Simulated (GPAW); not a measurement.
# Settings that the conductance of a Si chain with one atom pushed 0.7 Å aside at constant bond length needs, part 2 of 3

How do the numerical settings move the conductance of a Si chain with one atom pushed 0.7 Å aside at constant bond length?

GPAW 26.7.0; GPAW LCAO, PAW setups; Landauer transmission from Green's functions with principal layers (ASE), zero bias.

So far, transmission at the Fermi level (one spin): step 2 (the reference run) 2.77; step 3 (k-points along the lead 2) 2.77; step 4 (k-points along the lead 4) 2.77; step 6 (k-points along the lead 30) 2.77; step 8 (smearing 0.01 eV) 2.78.

**9. Varying the smearing: width = 0.03**

run.py

```python
import json
import numpy as np
from ase import Atoms
from ase.transport.calculators import TransportCalculator
from gpaw import GPAW, FermiDirac
from gpaw.lcao.tools import get_lcao_hamiltonian
from scipy.linalg import eigh

# The junction with lead layers at both ends, along the third cell vector
device = Atoms(
    ['Si', 'Si', 'Si', 'Si', 'Si', 'Si', 'Si', 'Si', 'Si', 'Si', 'Si'],
    positions=[
        [4.50000, 4.50000, 1.10000],
        [4.50000, 4.50000, 3.30000],
        [4.50000, 4.50000, 5.50000],
        [4.50000, 4.50000, 7.70000],
        [4.50000, 4.50000, 9.90000],
        [5.20000, 4.50000, 11.98567],
        [4.50000, 4.50000, 14.07133],
        [4.50000, 4.50000, 16.27133],
        [4.50000, 4.50000, 18.47133],
        [4.50000, 4.50000, 20.67133],
        [4.50000, 4.50000, 22.87133]],
    cell=[[9.0, 0.0, 0.0], [0.0, 9.0, 0.0], [0.0, 0.0, 23.97133]],
    pbc=True)

# One principal layer of the lead: the first 3 atoms of the device
lead = Atoms(
    ['Si', 'Si', 'Si'],
    positions=[
        [4.50000, 4.50000, 1.10000],
        [4.50000, 4.50000, 3.30000],
        [4.50000, 4.50000, 5.50000]],
    cell=[[9.0, 0.0, 0.0], [0.0, 9.0, 0.0], [0.0, 0.0, 6.6]],
    pbc=True)

settings = dict(mode='lcao', basis='dzp', xc='PBE', h=0.2,
                occupations=FermiDirac(0.03), maxiter=250,
                mixer=dict(beta=0.1, nmaxold=8, weight=100.0),
                convergence=dict(density=0.0001))
energies = np.arange(-2, 2 + 1e-9, 0.05)
eta = 0.0001
n1, n2 = 1, 1
# k and -k transmit alike, so half of the mesh across the current serves
mesh = [(i, j) for i in range(n1) for j in range(n2) if (i, j) <= (-i % n1, -j % n2)]
weights = np.array([1 if (i, j) == (-i % n1, -j % n2) else 2 for i, j in mesh]) / (n1 * n2)

# [... helper functions left out ...]
fermi_lead = ground_state(lead, (1, 1, 17), 'lead.txt')
fermi_device = ground_state(device, (1, 1, 3), 'device.txt')
# [... loop over the mesh left out, but for ...]
        # Shift the lead onto the potential of the device's first layer
        shift = ((H[:, 0, 0] - H0[:, 0, 0]) / S0[0, 0]).real.mean()
# [...]
kT = 8.617333e-5 * 77
bias = [0.1, 0.2, 0.5, 1.0, 1.5, 2.0]
# [... integrals and printing left out ...]
```

Command:

```sh
$ OMP_NUM_THREADS=1 OPENBLAS_NUM_THREADS=1 python run.py
```

The program printed:

```text
basis functions: device 143, principal layer 39
Fermi level: lead -3.9473 eV, device -3.9284 eV; lead shifted by 0.0594 eV
largest coupling past the next layer 5.06e-05 eV, largest misfit of the first layer 0.060 eV
  E-E_F (eV)   T (one spin)  [channel counts left out]
    -2.000    2.8486e-11
    -1.950    3.2678e-11
    -1.900    3.9381e-11
    -1.850    5.0767e-11
    -1.800    7.2135e-11
    -1.750    1.1945e-10
    -1.700    2.6184e-10
    -1.650    1.1766e-09
    -1.600    3.6168e-08
    -1.550    6.7889e-10
    -1.500    2.5455e-10
    -1.450    2.3194e-10
    -1.400    6.2721e-10
    -1.350    2.6858e-08
    -1.300    6.4784e-07
    -1.250    1.0303e+00
[...]
1.650    2.9324e+00
     1.700    2.9323e+00
     1.750    2.9319e+00
     1.800    2.9311e+00
     1.850    2.9300e+00
     1.900    2.9288e+00
     1.950    2.9270e+00
     2.000    2.9249e+00
conductance at 77 K: 2.7735 G0 a cell; thermopower -0.1727 uV/K
current from the zero-bias T(E) at 0.1 V: 21.487 uA
current from the zero-bias T(E) at 0.2 V: 42.962 uA
current from the zero-bias T(E) at 0.5 V: 107.2 uA
current from the zero-bias T(E) at 1.0 V: 212.8 uA
current from the zero-bias T(E) at 1.5 V: 314.25 uA
current from the zero-bias T(E) at 2.0 V: 404.24 uA
```

Wall time 44 s (1 thread of AMD EPYC 7R43, shared host); peak memory 0.8 GiB.

Numbers from this step:

```
conductance                                    : 2.773 G₀
largest coupling past the next principal layer : 5.06e-5 eV
largest misfit of the first principal layer    : 0.06026 eV
shift that aligns the lead                     : 0.05941 eV
transmission at the Fermi level (one spin)     : 2.774
```

One spin. Transmission, zone mean against energy, zero at the Fermi level:

| energy (eV) | transmission, zone mean |
| --- | --- |
| -2.000 | 2.8e-11 |
| -1.800 | 7.2e-11 |
| -1.600 | 3.6e-8 |
| -1.400 | 6.3e-10 |
| -1.200 | 1.41 |
| -1.000 | 1.52 |
| -0.800 | 2.05 |
| -0.600 | 2.41 |
| -0.400 | 2.60 |
| -0.200 | 2.71 |
| 0.000 | 2.77 |
| 0.200 | 2.82 |
| 0.400 | 2.85 |
| 0.600 | 2.87 |
| 0.800 | 2.89 |
| 1.000 | 2.91 |
| 1.200 | 2.92 |
| 1.400 | 2.93 |
| 1.600 | 2.93 |
| 1.800 | 2.93 |
| 2.000 | 2.92 |

Not self-consistent under bias; the bias window is split evenly. Current through one cell, from the zero-bias transmission against bias:

| bias (V) | current through one cell, from the zero-bias transmission (μA) |
| --- | --- |
| 0.100 | 21.5 |
| 0.200 | 43.0 |
| 0.500 | 107 |
| 1.000 | 213 |
| 1.500 | 314 |
| 2.000 | 404 |

The conductance equals that of the base run to 0.2 %.

**10. Smearing: width = 0.2**

run.py, as its differences from that of step 9:

```diff
@@ -37,3 +37,3 @@
 settings = dict(mode='lcao', basis='dzp', xc='PBE', h=0.2,
-                occupations=FermiDirac(0.03), maxiter=250,
+                occupations=FermiDirac(0.2), maxiter=250,
                 mixer=dict(beta=0.1, nmaxold=8, weight=100.0),
```

The program printed:

```text
basis functions: device 143, principal layer 39
Fermi level: lead -3.9005 eV, device -3.8643 eV; lead shifted by 0.0114 eV
largest coupling past the next layer 5.06e-05 eV, largest misfit of the first layer 0.030 eV
  E-E_F (eV)   T (one spin)  [channel counts left out]
    -2.000    3.2606e-11
    -1.950    3.9327e-11
    -1.900    5.0605e-11
[...]
1.950    2.9237e+00
     2.000    2.9211e+00
conductance at 77 K: 2.7633 G0 a cell; thermopower -0.1857 uV/K
current from the zero-bias T(E) at 0.1 V: 21.408 uA
current from the zero-bias T(E) at 0.2 V: 42.808 uA
current from the zero-bias T(E) at 0.5 V: 106.86 uA
current from the zero-bias T(E) at 1.0 V: 212.48 uA
current from the zero-bias T(E) at 1.5 V: 314.87 uA
current from the zero-bias T(E) at 2.0 V: 408.78 uA
```

It took 42 s on 1 thread; peak memory 0.79 GiB.

The conductance equals that of the base run to 0.2 %.

**11. Varying the smearing: width = 0.4**

run.py, as its differences from that of step 10:

```diff
@@ -37,3 +37,3 @@
 settings = dict(mode='lcao', basis='dzp', xc='PBE', h=0.2,
-                occupations=FermiDirac(0.2), maxiter=250,
+                occupations=FermiDirac(0.4), maxiter=250,
                 mixer=dict(beta=0.1, nmaxold=8, weight=100.0),
```

The program printed:

```text
basis functions: device 143, principal layer 39
Fermi level: lead -3.8153 eV, device -3.7852 eV; lead shifted by 0.0018 eV
largest coupling past the next layer 5.06e-05 eV, largest misfit of the first layer 0.012 eV
  E-E_F (eV)   T (one spin)  [channel counts left out]
    -2.000    4.0884e-11
    -1.950    5.2991e-11
    -1.900    7.5316e-11
[...]
1.950    2.9227e+00
     2.000    2.9199e+00
conductance at 77 K: 2.7614 G0 a cell; thermopower -0.1912 uV/K
current from the zero-bias T(E) at 0.1 V: 21.394 uA
current from the zero-bias T(E) at 0.2 V: 42.78 uA
current from the zero-bias T(E) at 0.5 V: 106.81 uA
current from the zero-bias T(E) at 1.0 V: 212.56 uA
current from the zero-bias T(E) at 1.5 V: 315.75 uA
current from the zero-bias T(E) at 2.0 V: 413.13 uA
```

Run time: 45 s. Hardware: 1 thread; peak memory 0.79 GiB.

One spin. Table of transmission, zone mean by energy, zero at the Fermi level:

energy (eV), transmission, zone mean and a bar:
```
   -2.000       0.00 
   -1.800       0.00 
   -1.600       0.00 
   -1.400       0.94 ##########
   -1.200       1.46 ###############
   -1.000       1.83 ###################
   -0.800       2.26 #######################
   -0.600       2.47 #########################
   -0.400       2.61 ###########################
   -0.200       2.70 ############################
    0.000       2.76 ############################
    0.200       2.81 #############################
    0.400       2.85 #############################
    0.600       2.88 #############################
    0.800       2.90 ##############################
    1.000       2.92 ##############################
    1.200       2.93 ##############################
    1.400       2.93 ##############################
    1.600       2.93 ##############################
    1.800       2.93 ##############################
    2.000       2.92 ##############################
```

The conductance, 2.76 G₀, lies 0.3 % below that of the base run.

**12. Convergence in the smearing**

The runs and the base run on one axis.

This step: convergence of the conductance (GPAW 26.7.0).

Conductance against smearing:

| smearing (eV) | conductance (G₀) |
| --- | --- |
| 0.010 | 2.78 |
| 0.030 | 2.77 |
| 0.100 | 2.77 |
| 0.200 | 2.76 |
| 0.400 | 2.76 |

**13. Varying the density threshold: conv = 0.1**

The Hamiltonian is taken from the last density. The density threshold is one of the tests that end the cycle; the energy must settle too, so a loose value may not be the test that decides.

This step: GPAW LCAO, PAW setups; Landauer transmission from Green's functions with principal layers (ASE), zero bias (GPAW 26.7.0).

run.py, as its differences from that of step 11:

```diff
@@ -37,5 +37,5 @@
 settings = dict(mode='lcao', basis='dzp', xc='PBE', h=0.2,
-                occupations=FermiDirac(0.4), maxiter=250,
+                occupations=FermiDirac(0.1), maxiter=250,
                 mixer=dict(beta=0.1, nmaxold=8, weight=100.0),
-                convergence=dict(density=0.0001))
+                convergence=dict(density=0.1))
 energies = np.arange(-2, 2 + 1e-9, 0.05)
```

The program printed:

```text
basis functions: device 143, principal layer 39
Fermi level: lead -3.9242 eV, device -3.8832 eV; lead shifted by 0.0219 eV
largest coupling past the next layer 5.05e-05 eV, largest misfit of the first layer 0.028 eV
  E-E_F (eV)   T (one spin)  [channel counts left out]
    -2.000    3.0980e-11
    -1.950    3.6610e-11
    -1.900    4.5871e-11
    -1.850    6.2369e-11
    -1.800    9.5822e-11
    -1.750    1.8069e-10
    -1.700    5.2298e-10
    -1.650    8.2764e-09
    -1.600    2.0972e-09
    -1.550    4.0665e-10
    -1.500    2.6604e-10
    -1.450    5.0167e-10
    -1.400    9.5768e-09
    -1.350    1.4040e-06
    -1.300    8.0742e-01
    -1.250    1.2276e+00
[...]
1.650    2.9344e+00
     1.700    2.9338e+00
     1.750    2.9328e+00
     1.800    2.9310e+00
     1.850    2.9306e+00
     1.900    2.9284e+00
     1.950    2.9260e+00
     2.000    2.9233e+00
conductance at 77 K: 2.762 G0 a cell; thermopower -0.1863 uV/K
current from the zero-bias T(E) at 0.1 V: 21.398 uA
current from the zero-bias T(E) at 0.2 V: 42.787 uA
current from the zero-bias T(E) at 0.5 V: 106.8 uA
current from the zero-bias T(E) at 1.0 V: 212.29 uA
current from the zero-bias T(E) at 1.5 V: 314.08 uA
current from the zero-bias T(E) at 2.0 V: 406.19 uA
```

It took 31 s on 1 thread; peak memory 0.8 GiB.

Numbers from this step:

```yaml
conductance: 2.762 G₀
largest_coupling_past_the_next_principal_layer: 5.05e-5 eV
largest_misfit_of_the_first_principal_layer: 0.02846 eV
shift_that_aligns_the_lead: 0.02189 eV
```

One spin. Transmission, zone mean against energy, zero at the Fermi level:

| energy (eV) | transmission, zone mean |
| --- | --- |
| -2.00 | 3.1e-11 |
| -1.85 | 6.2e-11 |
| -1.70 | 5.2e-10 |
| -1.60 | 2.1e-9 |
| -1.45 | 5.0e-10 |
| -1.30 | 0.807 |
| -1.15 | 1.40 |
| -1.05 | 1.46 |
| -0.90 | 1.83 |
| -0.75 | 2.23 |
| -0.60 | 2.43 |
| -0.50 | 2.52 |
| -0.35 | 2.62 |
| -0.20 | 2.70 |
| -0.05 | 2.75 |
| 0.00 | 2.76 |
| 0.05 | 2.78 |
| 0.20 | 2.81 |
| 0.35 | 2.84 |
| 0.50 | 2.86 |
| 0.60 | 2.87 |
| 0.75 | 2.89 |
| 0.90 | 2.91 |
| 1.05 | 2.92 |
| 1.15 | 2.92 |
| 1.30 | 2.93 |
| 1.45 | 2.93 |
| 1.60 | 2.93 |
| 1.70 | 2.93 |
| 1.85 | 2.93 |
| 2.00 | 2.92 |

Not self-consistent under bias; the bias window is split evenly. Current through one cell, from the zero-bias transmission against bias:

| bias (V) | current through one cell, from the zero-bias transmission (μA) |
| --- | --- |
| 0.100 | 21.4 |
| 0.200 | 42.8 |
| 0.500 | 107 |
| 1.000 | 212 |
| 1.500 | 314 |
| 2.000 | 406 |

The conductance, 2.76 G₀, lies 0.2 % below that of the base run.

**14. Density threshold: conv = 0.01**

run.py, as its differences from that of step 13:

```diff
@@ -39,3 +39,3 @@
                 mixer=dict(beta=0.1, nmaxold=8, weight=100.0),
-                convergence=dict(density=0.1))
+                convergence=dict(density=0.01))
 energies = np.arange(-2, 2 + 1e-9, 0.05)
```

The program printed:

```text
basis functions: device 143, principal layer 39
Fermi level: lead -3.9242 eV, device -3.8832 eV; lead shifted by 0.0219 eV
largest coupling past the next layer 5.05e-05 eV, largest misfit of the first layer 0.028 eV
  E-E_F (eV)   T (one spin)  [channel counts left out]
    -2.000    3.0980e-11
    -1.950    3.6610e-11
    -1.900    4.5871e-11
    -1.850    6.2369e-11
    -1.800    9.5822e-11
    -1.750    1.8069e-10
    -1.700    5.2298e-10
    -1.650    8.2764e-09
    -1.600    2.0972e-09
    -1.550    4.0665e-10
    -1.500    2.6604e-10
    -1.450    5.0167e-10
    -1.400    9.5768e-09
    -1.350    1.4040e-06
    -1.300    8.0742e-01
    -1.250    1.2276e+00
[...]
1.650    2.9344e+00
     1.700    2.9338e+00
     1.750    2.9328e+00
     1.800    2.9310e+00
     1.850    2.9306e+00
     1.900    2.9284e+00
     1.950    2.9260e+00
     2.000    2.9233e+00
conductance at 77 K: 2.762 G0 a cell; thermopower -0.1863 uV/K
current from the zero-bias T(E) at 0.1 V: 21.398 uA
current from the zero-bias T(E) at 0.2 V: 42.787 uA
current from the zero-bias T(E) at 0.5 V: 106.8 uA
current from the zero-bias T(E) at 1.0 V: 212.29 uA
current from the zero-bias T(E) at 1.5 V: 314.08 uA
current from the zero-bias T(E) at 2.0 V: 406.19 uA
```

Elapsed: 33 s, on 1 thread; peak memory 0.8 GiB.

One spin. Transmission, zone mean against energy, zero at the Fermi level:

(Unchanged from step 13.)

Not self-consistent under bias; the bias window is split evenly. Current through one cell, from the zero-bias transmission against bias:

| bias (V) | current through one cell, from the zero-bias transmission (μA) |
| --- | --- |
| 0.100 | 21.4 |
| 0.200 | 42.8 |
| 0.500 | 107 |
| 1.000 | 212 |
| 1.500 | 314 |
| 2.000 | 406 |

The conductance, 2.76 G₀, lies 0.2 % below that of the base run.

**15. Varying the density threshold: conv = 0.001**

run.py, as its differences from that of step 14:

```diff
@@ -39,3 +39,3 @@
                 mixer=dict(beta=0.1, nmaxold=8, weight=100.0),
-                convergence=dict(density=0.01))
+                convergence=dict(density=0.001))
 energies = np.arange(-2, 2 + 1e-9, 0.05)
```

The program printed:

```text
basis functions: device 143, principal layer 39
Fermi level: lead -3.9226 eV, device -3.8889 eV; lead shifted by 0.0256 eV
largest coupling past the next layer 5.06e-05 eV, largest misfit of the first layer 0.041 eV
  E-E_F (eV)   T (one spin)  [channel counts left out]
    -2.000    3.0876e-11
    -1.950    3.6480e-11
    -1.900    4.5684e-11
[...]
1.950    2.9239e+00
     2.000    2.9215e+00
conductance at 77 K: 2.7685 G0 a cell; thermopower -0.1786 uV/K
current from the zero-bias T(E) at 0.1 V: 21.448 uA
current from the zero-bias T(E) at 0.2 V: 42.886 uA
current from the zero-bias T(E) at 0.5 V: 107.04 uA
current from the zero-bias T(E) at 1.0 V: 212.63 uA
current from the zero-bias T(E) at 1.5 V: 314.56 uA
current from the zero-bias T(E) at 2.0 V: 406.61 uA
```

Wall time 39 s (1 thread); peak memory 0.8 GiB.

One spin. Transmission, zone mean against energy, zero at the Fermi level:

energy (eV), transmission, zone mean and a bar:
```
    -2.00       0.00 
    -1.90       0.00 
    -1.80       0.00 
    -1.70       0.00 
    -1.55       0.00 
    -1.45       0.00 
    -1.35       0.00 
    -1.25       1.28 #############
    -1.15       1.47 ###############
    -1.05       1.51 ###############
    -0.90       1.82 ###################
    -0.80       2.12 ######################
    -0.70       2.30 #######################
    -0.60       2.42 #########################
    -0.50       2.52 ##########################
    -0.40       2.60 ###########################
    -0.25       2.68 ###########################
    -0.15       2.72 ############################
    -0.05       2.75 ############################
     0.00       2.77 ############################
     0.05       2.78 ############################
     0.15       2.80 #############################
     0.25       2.82 #############################
     0.40       2.85 #############################
     0.50       2.86 #############################
     0.60       2.87 #############################
     0.70       2.88 ##############################
     0.80       2.89 ##############################
     0.90       2.90 ##############################
     1.05       2.91 ##############################
     1.15       2.92 ##############################
     1.25       2.93 ##############################
     1.35       2.93 ##############################
     1.45       2.93 ##############################
     1.55       2.93 ##############################
     1.70       2.93 ##############################
     1.80       2.93 ##############################
     1.90       2.93 ##############################
     2.00       2.92 ##############################
```

The conductance equals that of the base run to 0.2 %.

**16. Varying the density threshold: conv = 1e-06**

run.py, as its differences from that of step 15:

```diff
@@ -39,3 +39,3 @@
                 mixer=dict(beta=0.1, nmaxold=8, weight=100.0),
-                convergence=dict(density=0.001))
+                convergence=dict(density=1e-06))
 energies = np.arange(-2, 2 + 1e-9, 0.05)
```

The program printed:

```text
basis functions: device 143, principal layer 39
Fermi level: lead -3.9218 eV, device -3.8885 eV; lead shifted by 0.0268 eV
largest coupling past the next layer 5.06e-05 eV, largest misfit of the first layer 0.042 eV
  E-E_F (eV)   T (one spin)  [channel counts left out]
    -2.000    3.0835e-11
    -1.950    3.6422e-11
    -1.900    4.5597e-11
[...]
1.950    2.9242e+00
     2.000    2.9218e+00
conductance at 77 K: 2.7682 G0 a cell; thermopower -0.1775 uV/K
current from the zero-bias T(E) at 0.1 V: 21.446 uA
current from the zero-bias T(E) at 0.2 V: 42.883 uA
current from the zero-bias T(E) at 0.5 V: 107.03 uA
current from the zero-bias T(E) at 1.0 V: 212.66 uA
current from the zero-bias T(E) at 1.5 V: 314.61 uA
current from the zero-bias T(E) at 2.0 V: 406.67 uA
```

Wall time 55 s (1 thread); peak memory 0.8 GiB.

One spin. Table of transmission, zone mean by energy, zero at the Fermi level:

| energy (eV) | transmission, zone mean |
| --- | --- |
| -2.000 | 3.1e-11 |
| -1.800 | 9.5e-11 |
| -1.600 | 2.2e-9 |
| -1.400 | 8.0e-9 |
| -1.200 | 1.42 |
| -1.000 | 1.51 |
| -0.800 | 2.12 |
| -0.600 | 2.43 |
| -0.400 | 2.60 |
| -0.200 | 2.70 |
| 0.000 | 2.77 |
| 0.200 | 2.81 |
| 0.400 | 2.85 |
| 0.600 | 2.87 |
| 0.800 | 2.89 |
| 1.000 | 2.91 |
| 1.200 | 2.92 |
| 1.400 | 2.93 |
| 1.600 | 2.93 |
| 1.800 | 2.93 |
| 2.000 | 2.92 |

The conductance equals that of the base run to 0.2 %.

**17. Convergence in the density threshold**

The runs and the base run on one axis.

This step: convergence of the conductance (GPAW 26.7.0).

The conductance by log10 of the density threshold:

| log10 of the density threshold | conductance (G₀) |
| --- | --- |
| -6.00 | 2.77 |
| -4.00 | 2.77 |
| -3.00 | 2.77 |
| -2.00 | 2.76 |
| -1.00 | 2.76 |

(Part 2 of 3 ends here.)

[Logs are printed without paths, hosts, clocks, repeated set-up lines and the standing remarks that a program may print on its own settings, such as how far it seeks lower states.]

[Hosts, paths, dates, database ids (printed as entryN), source tags and the programs' standing remarks are cut or masked in the printed files.]
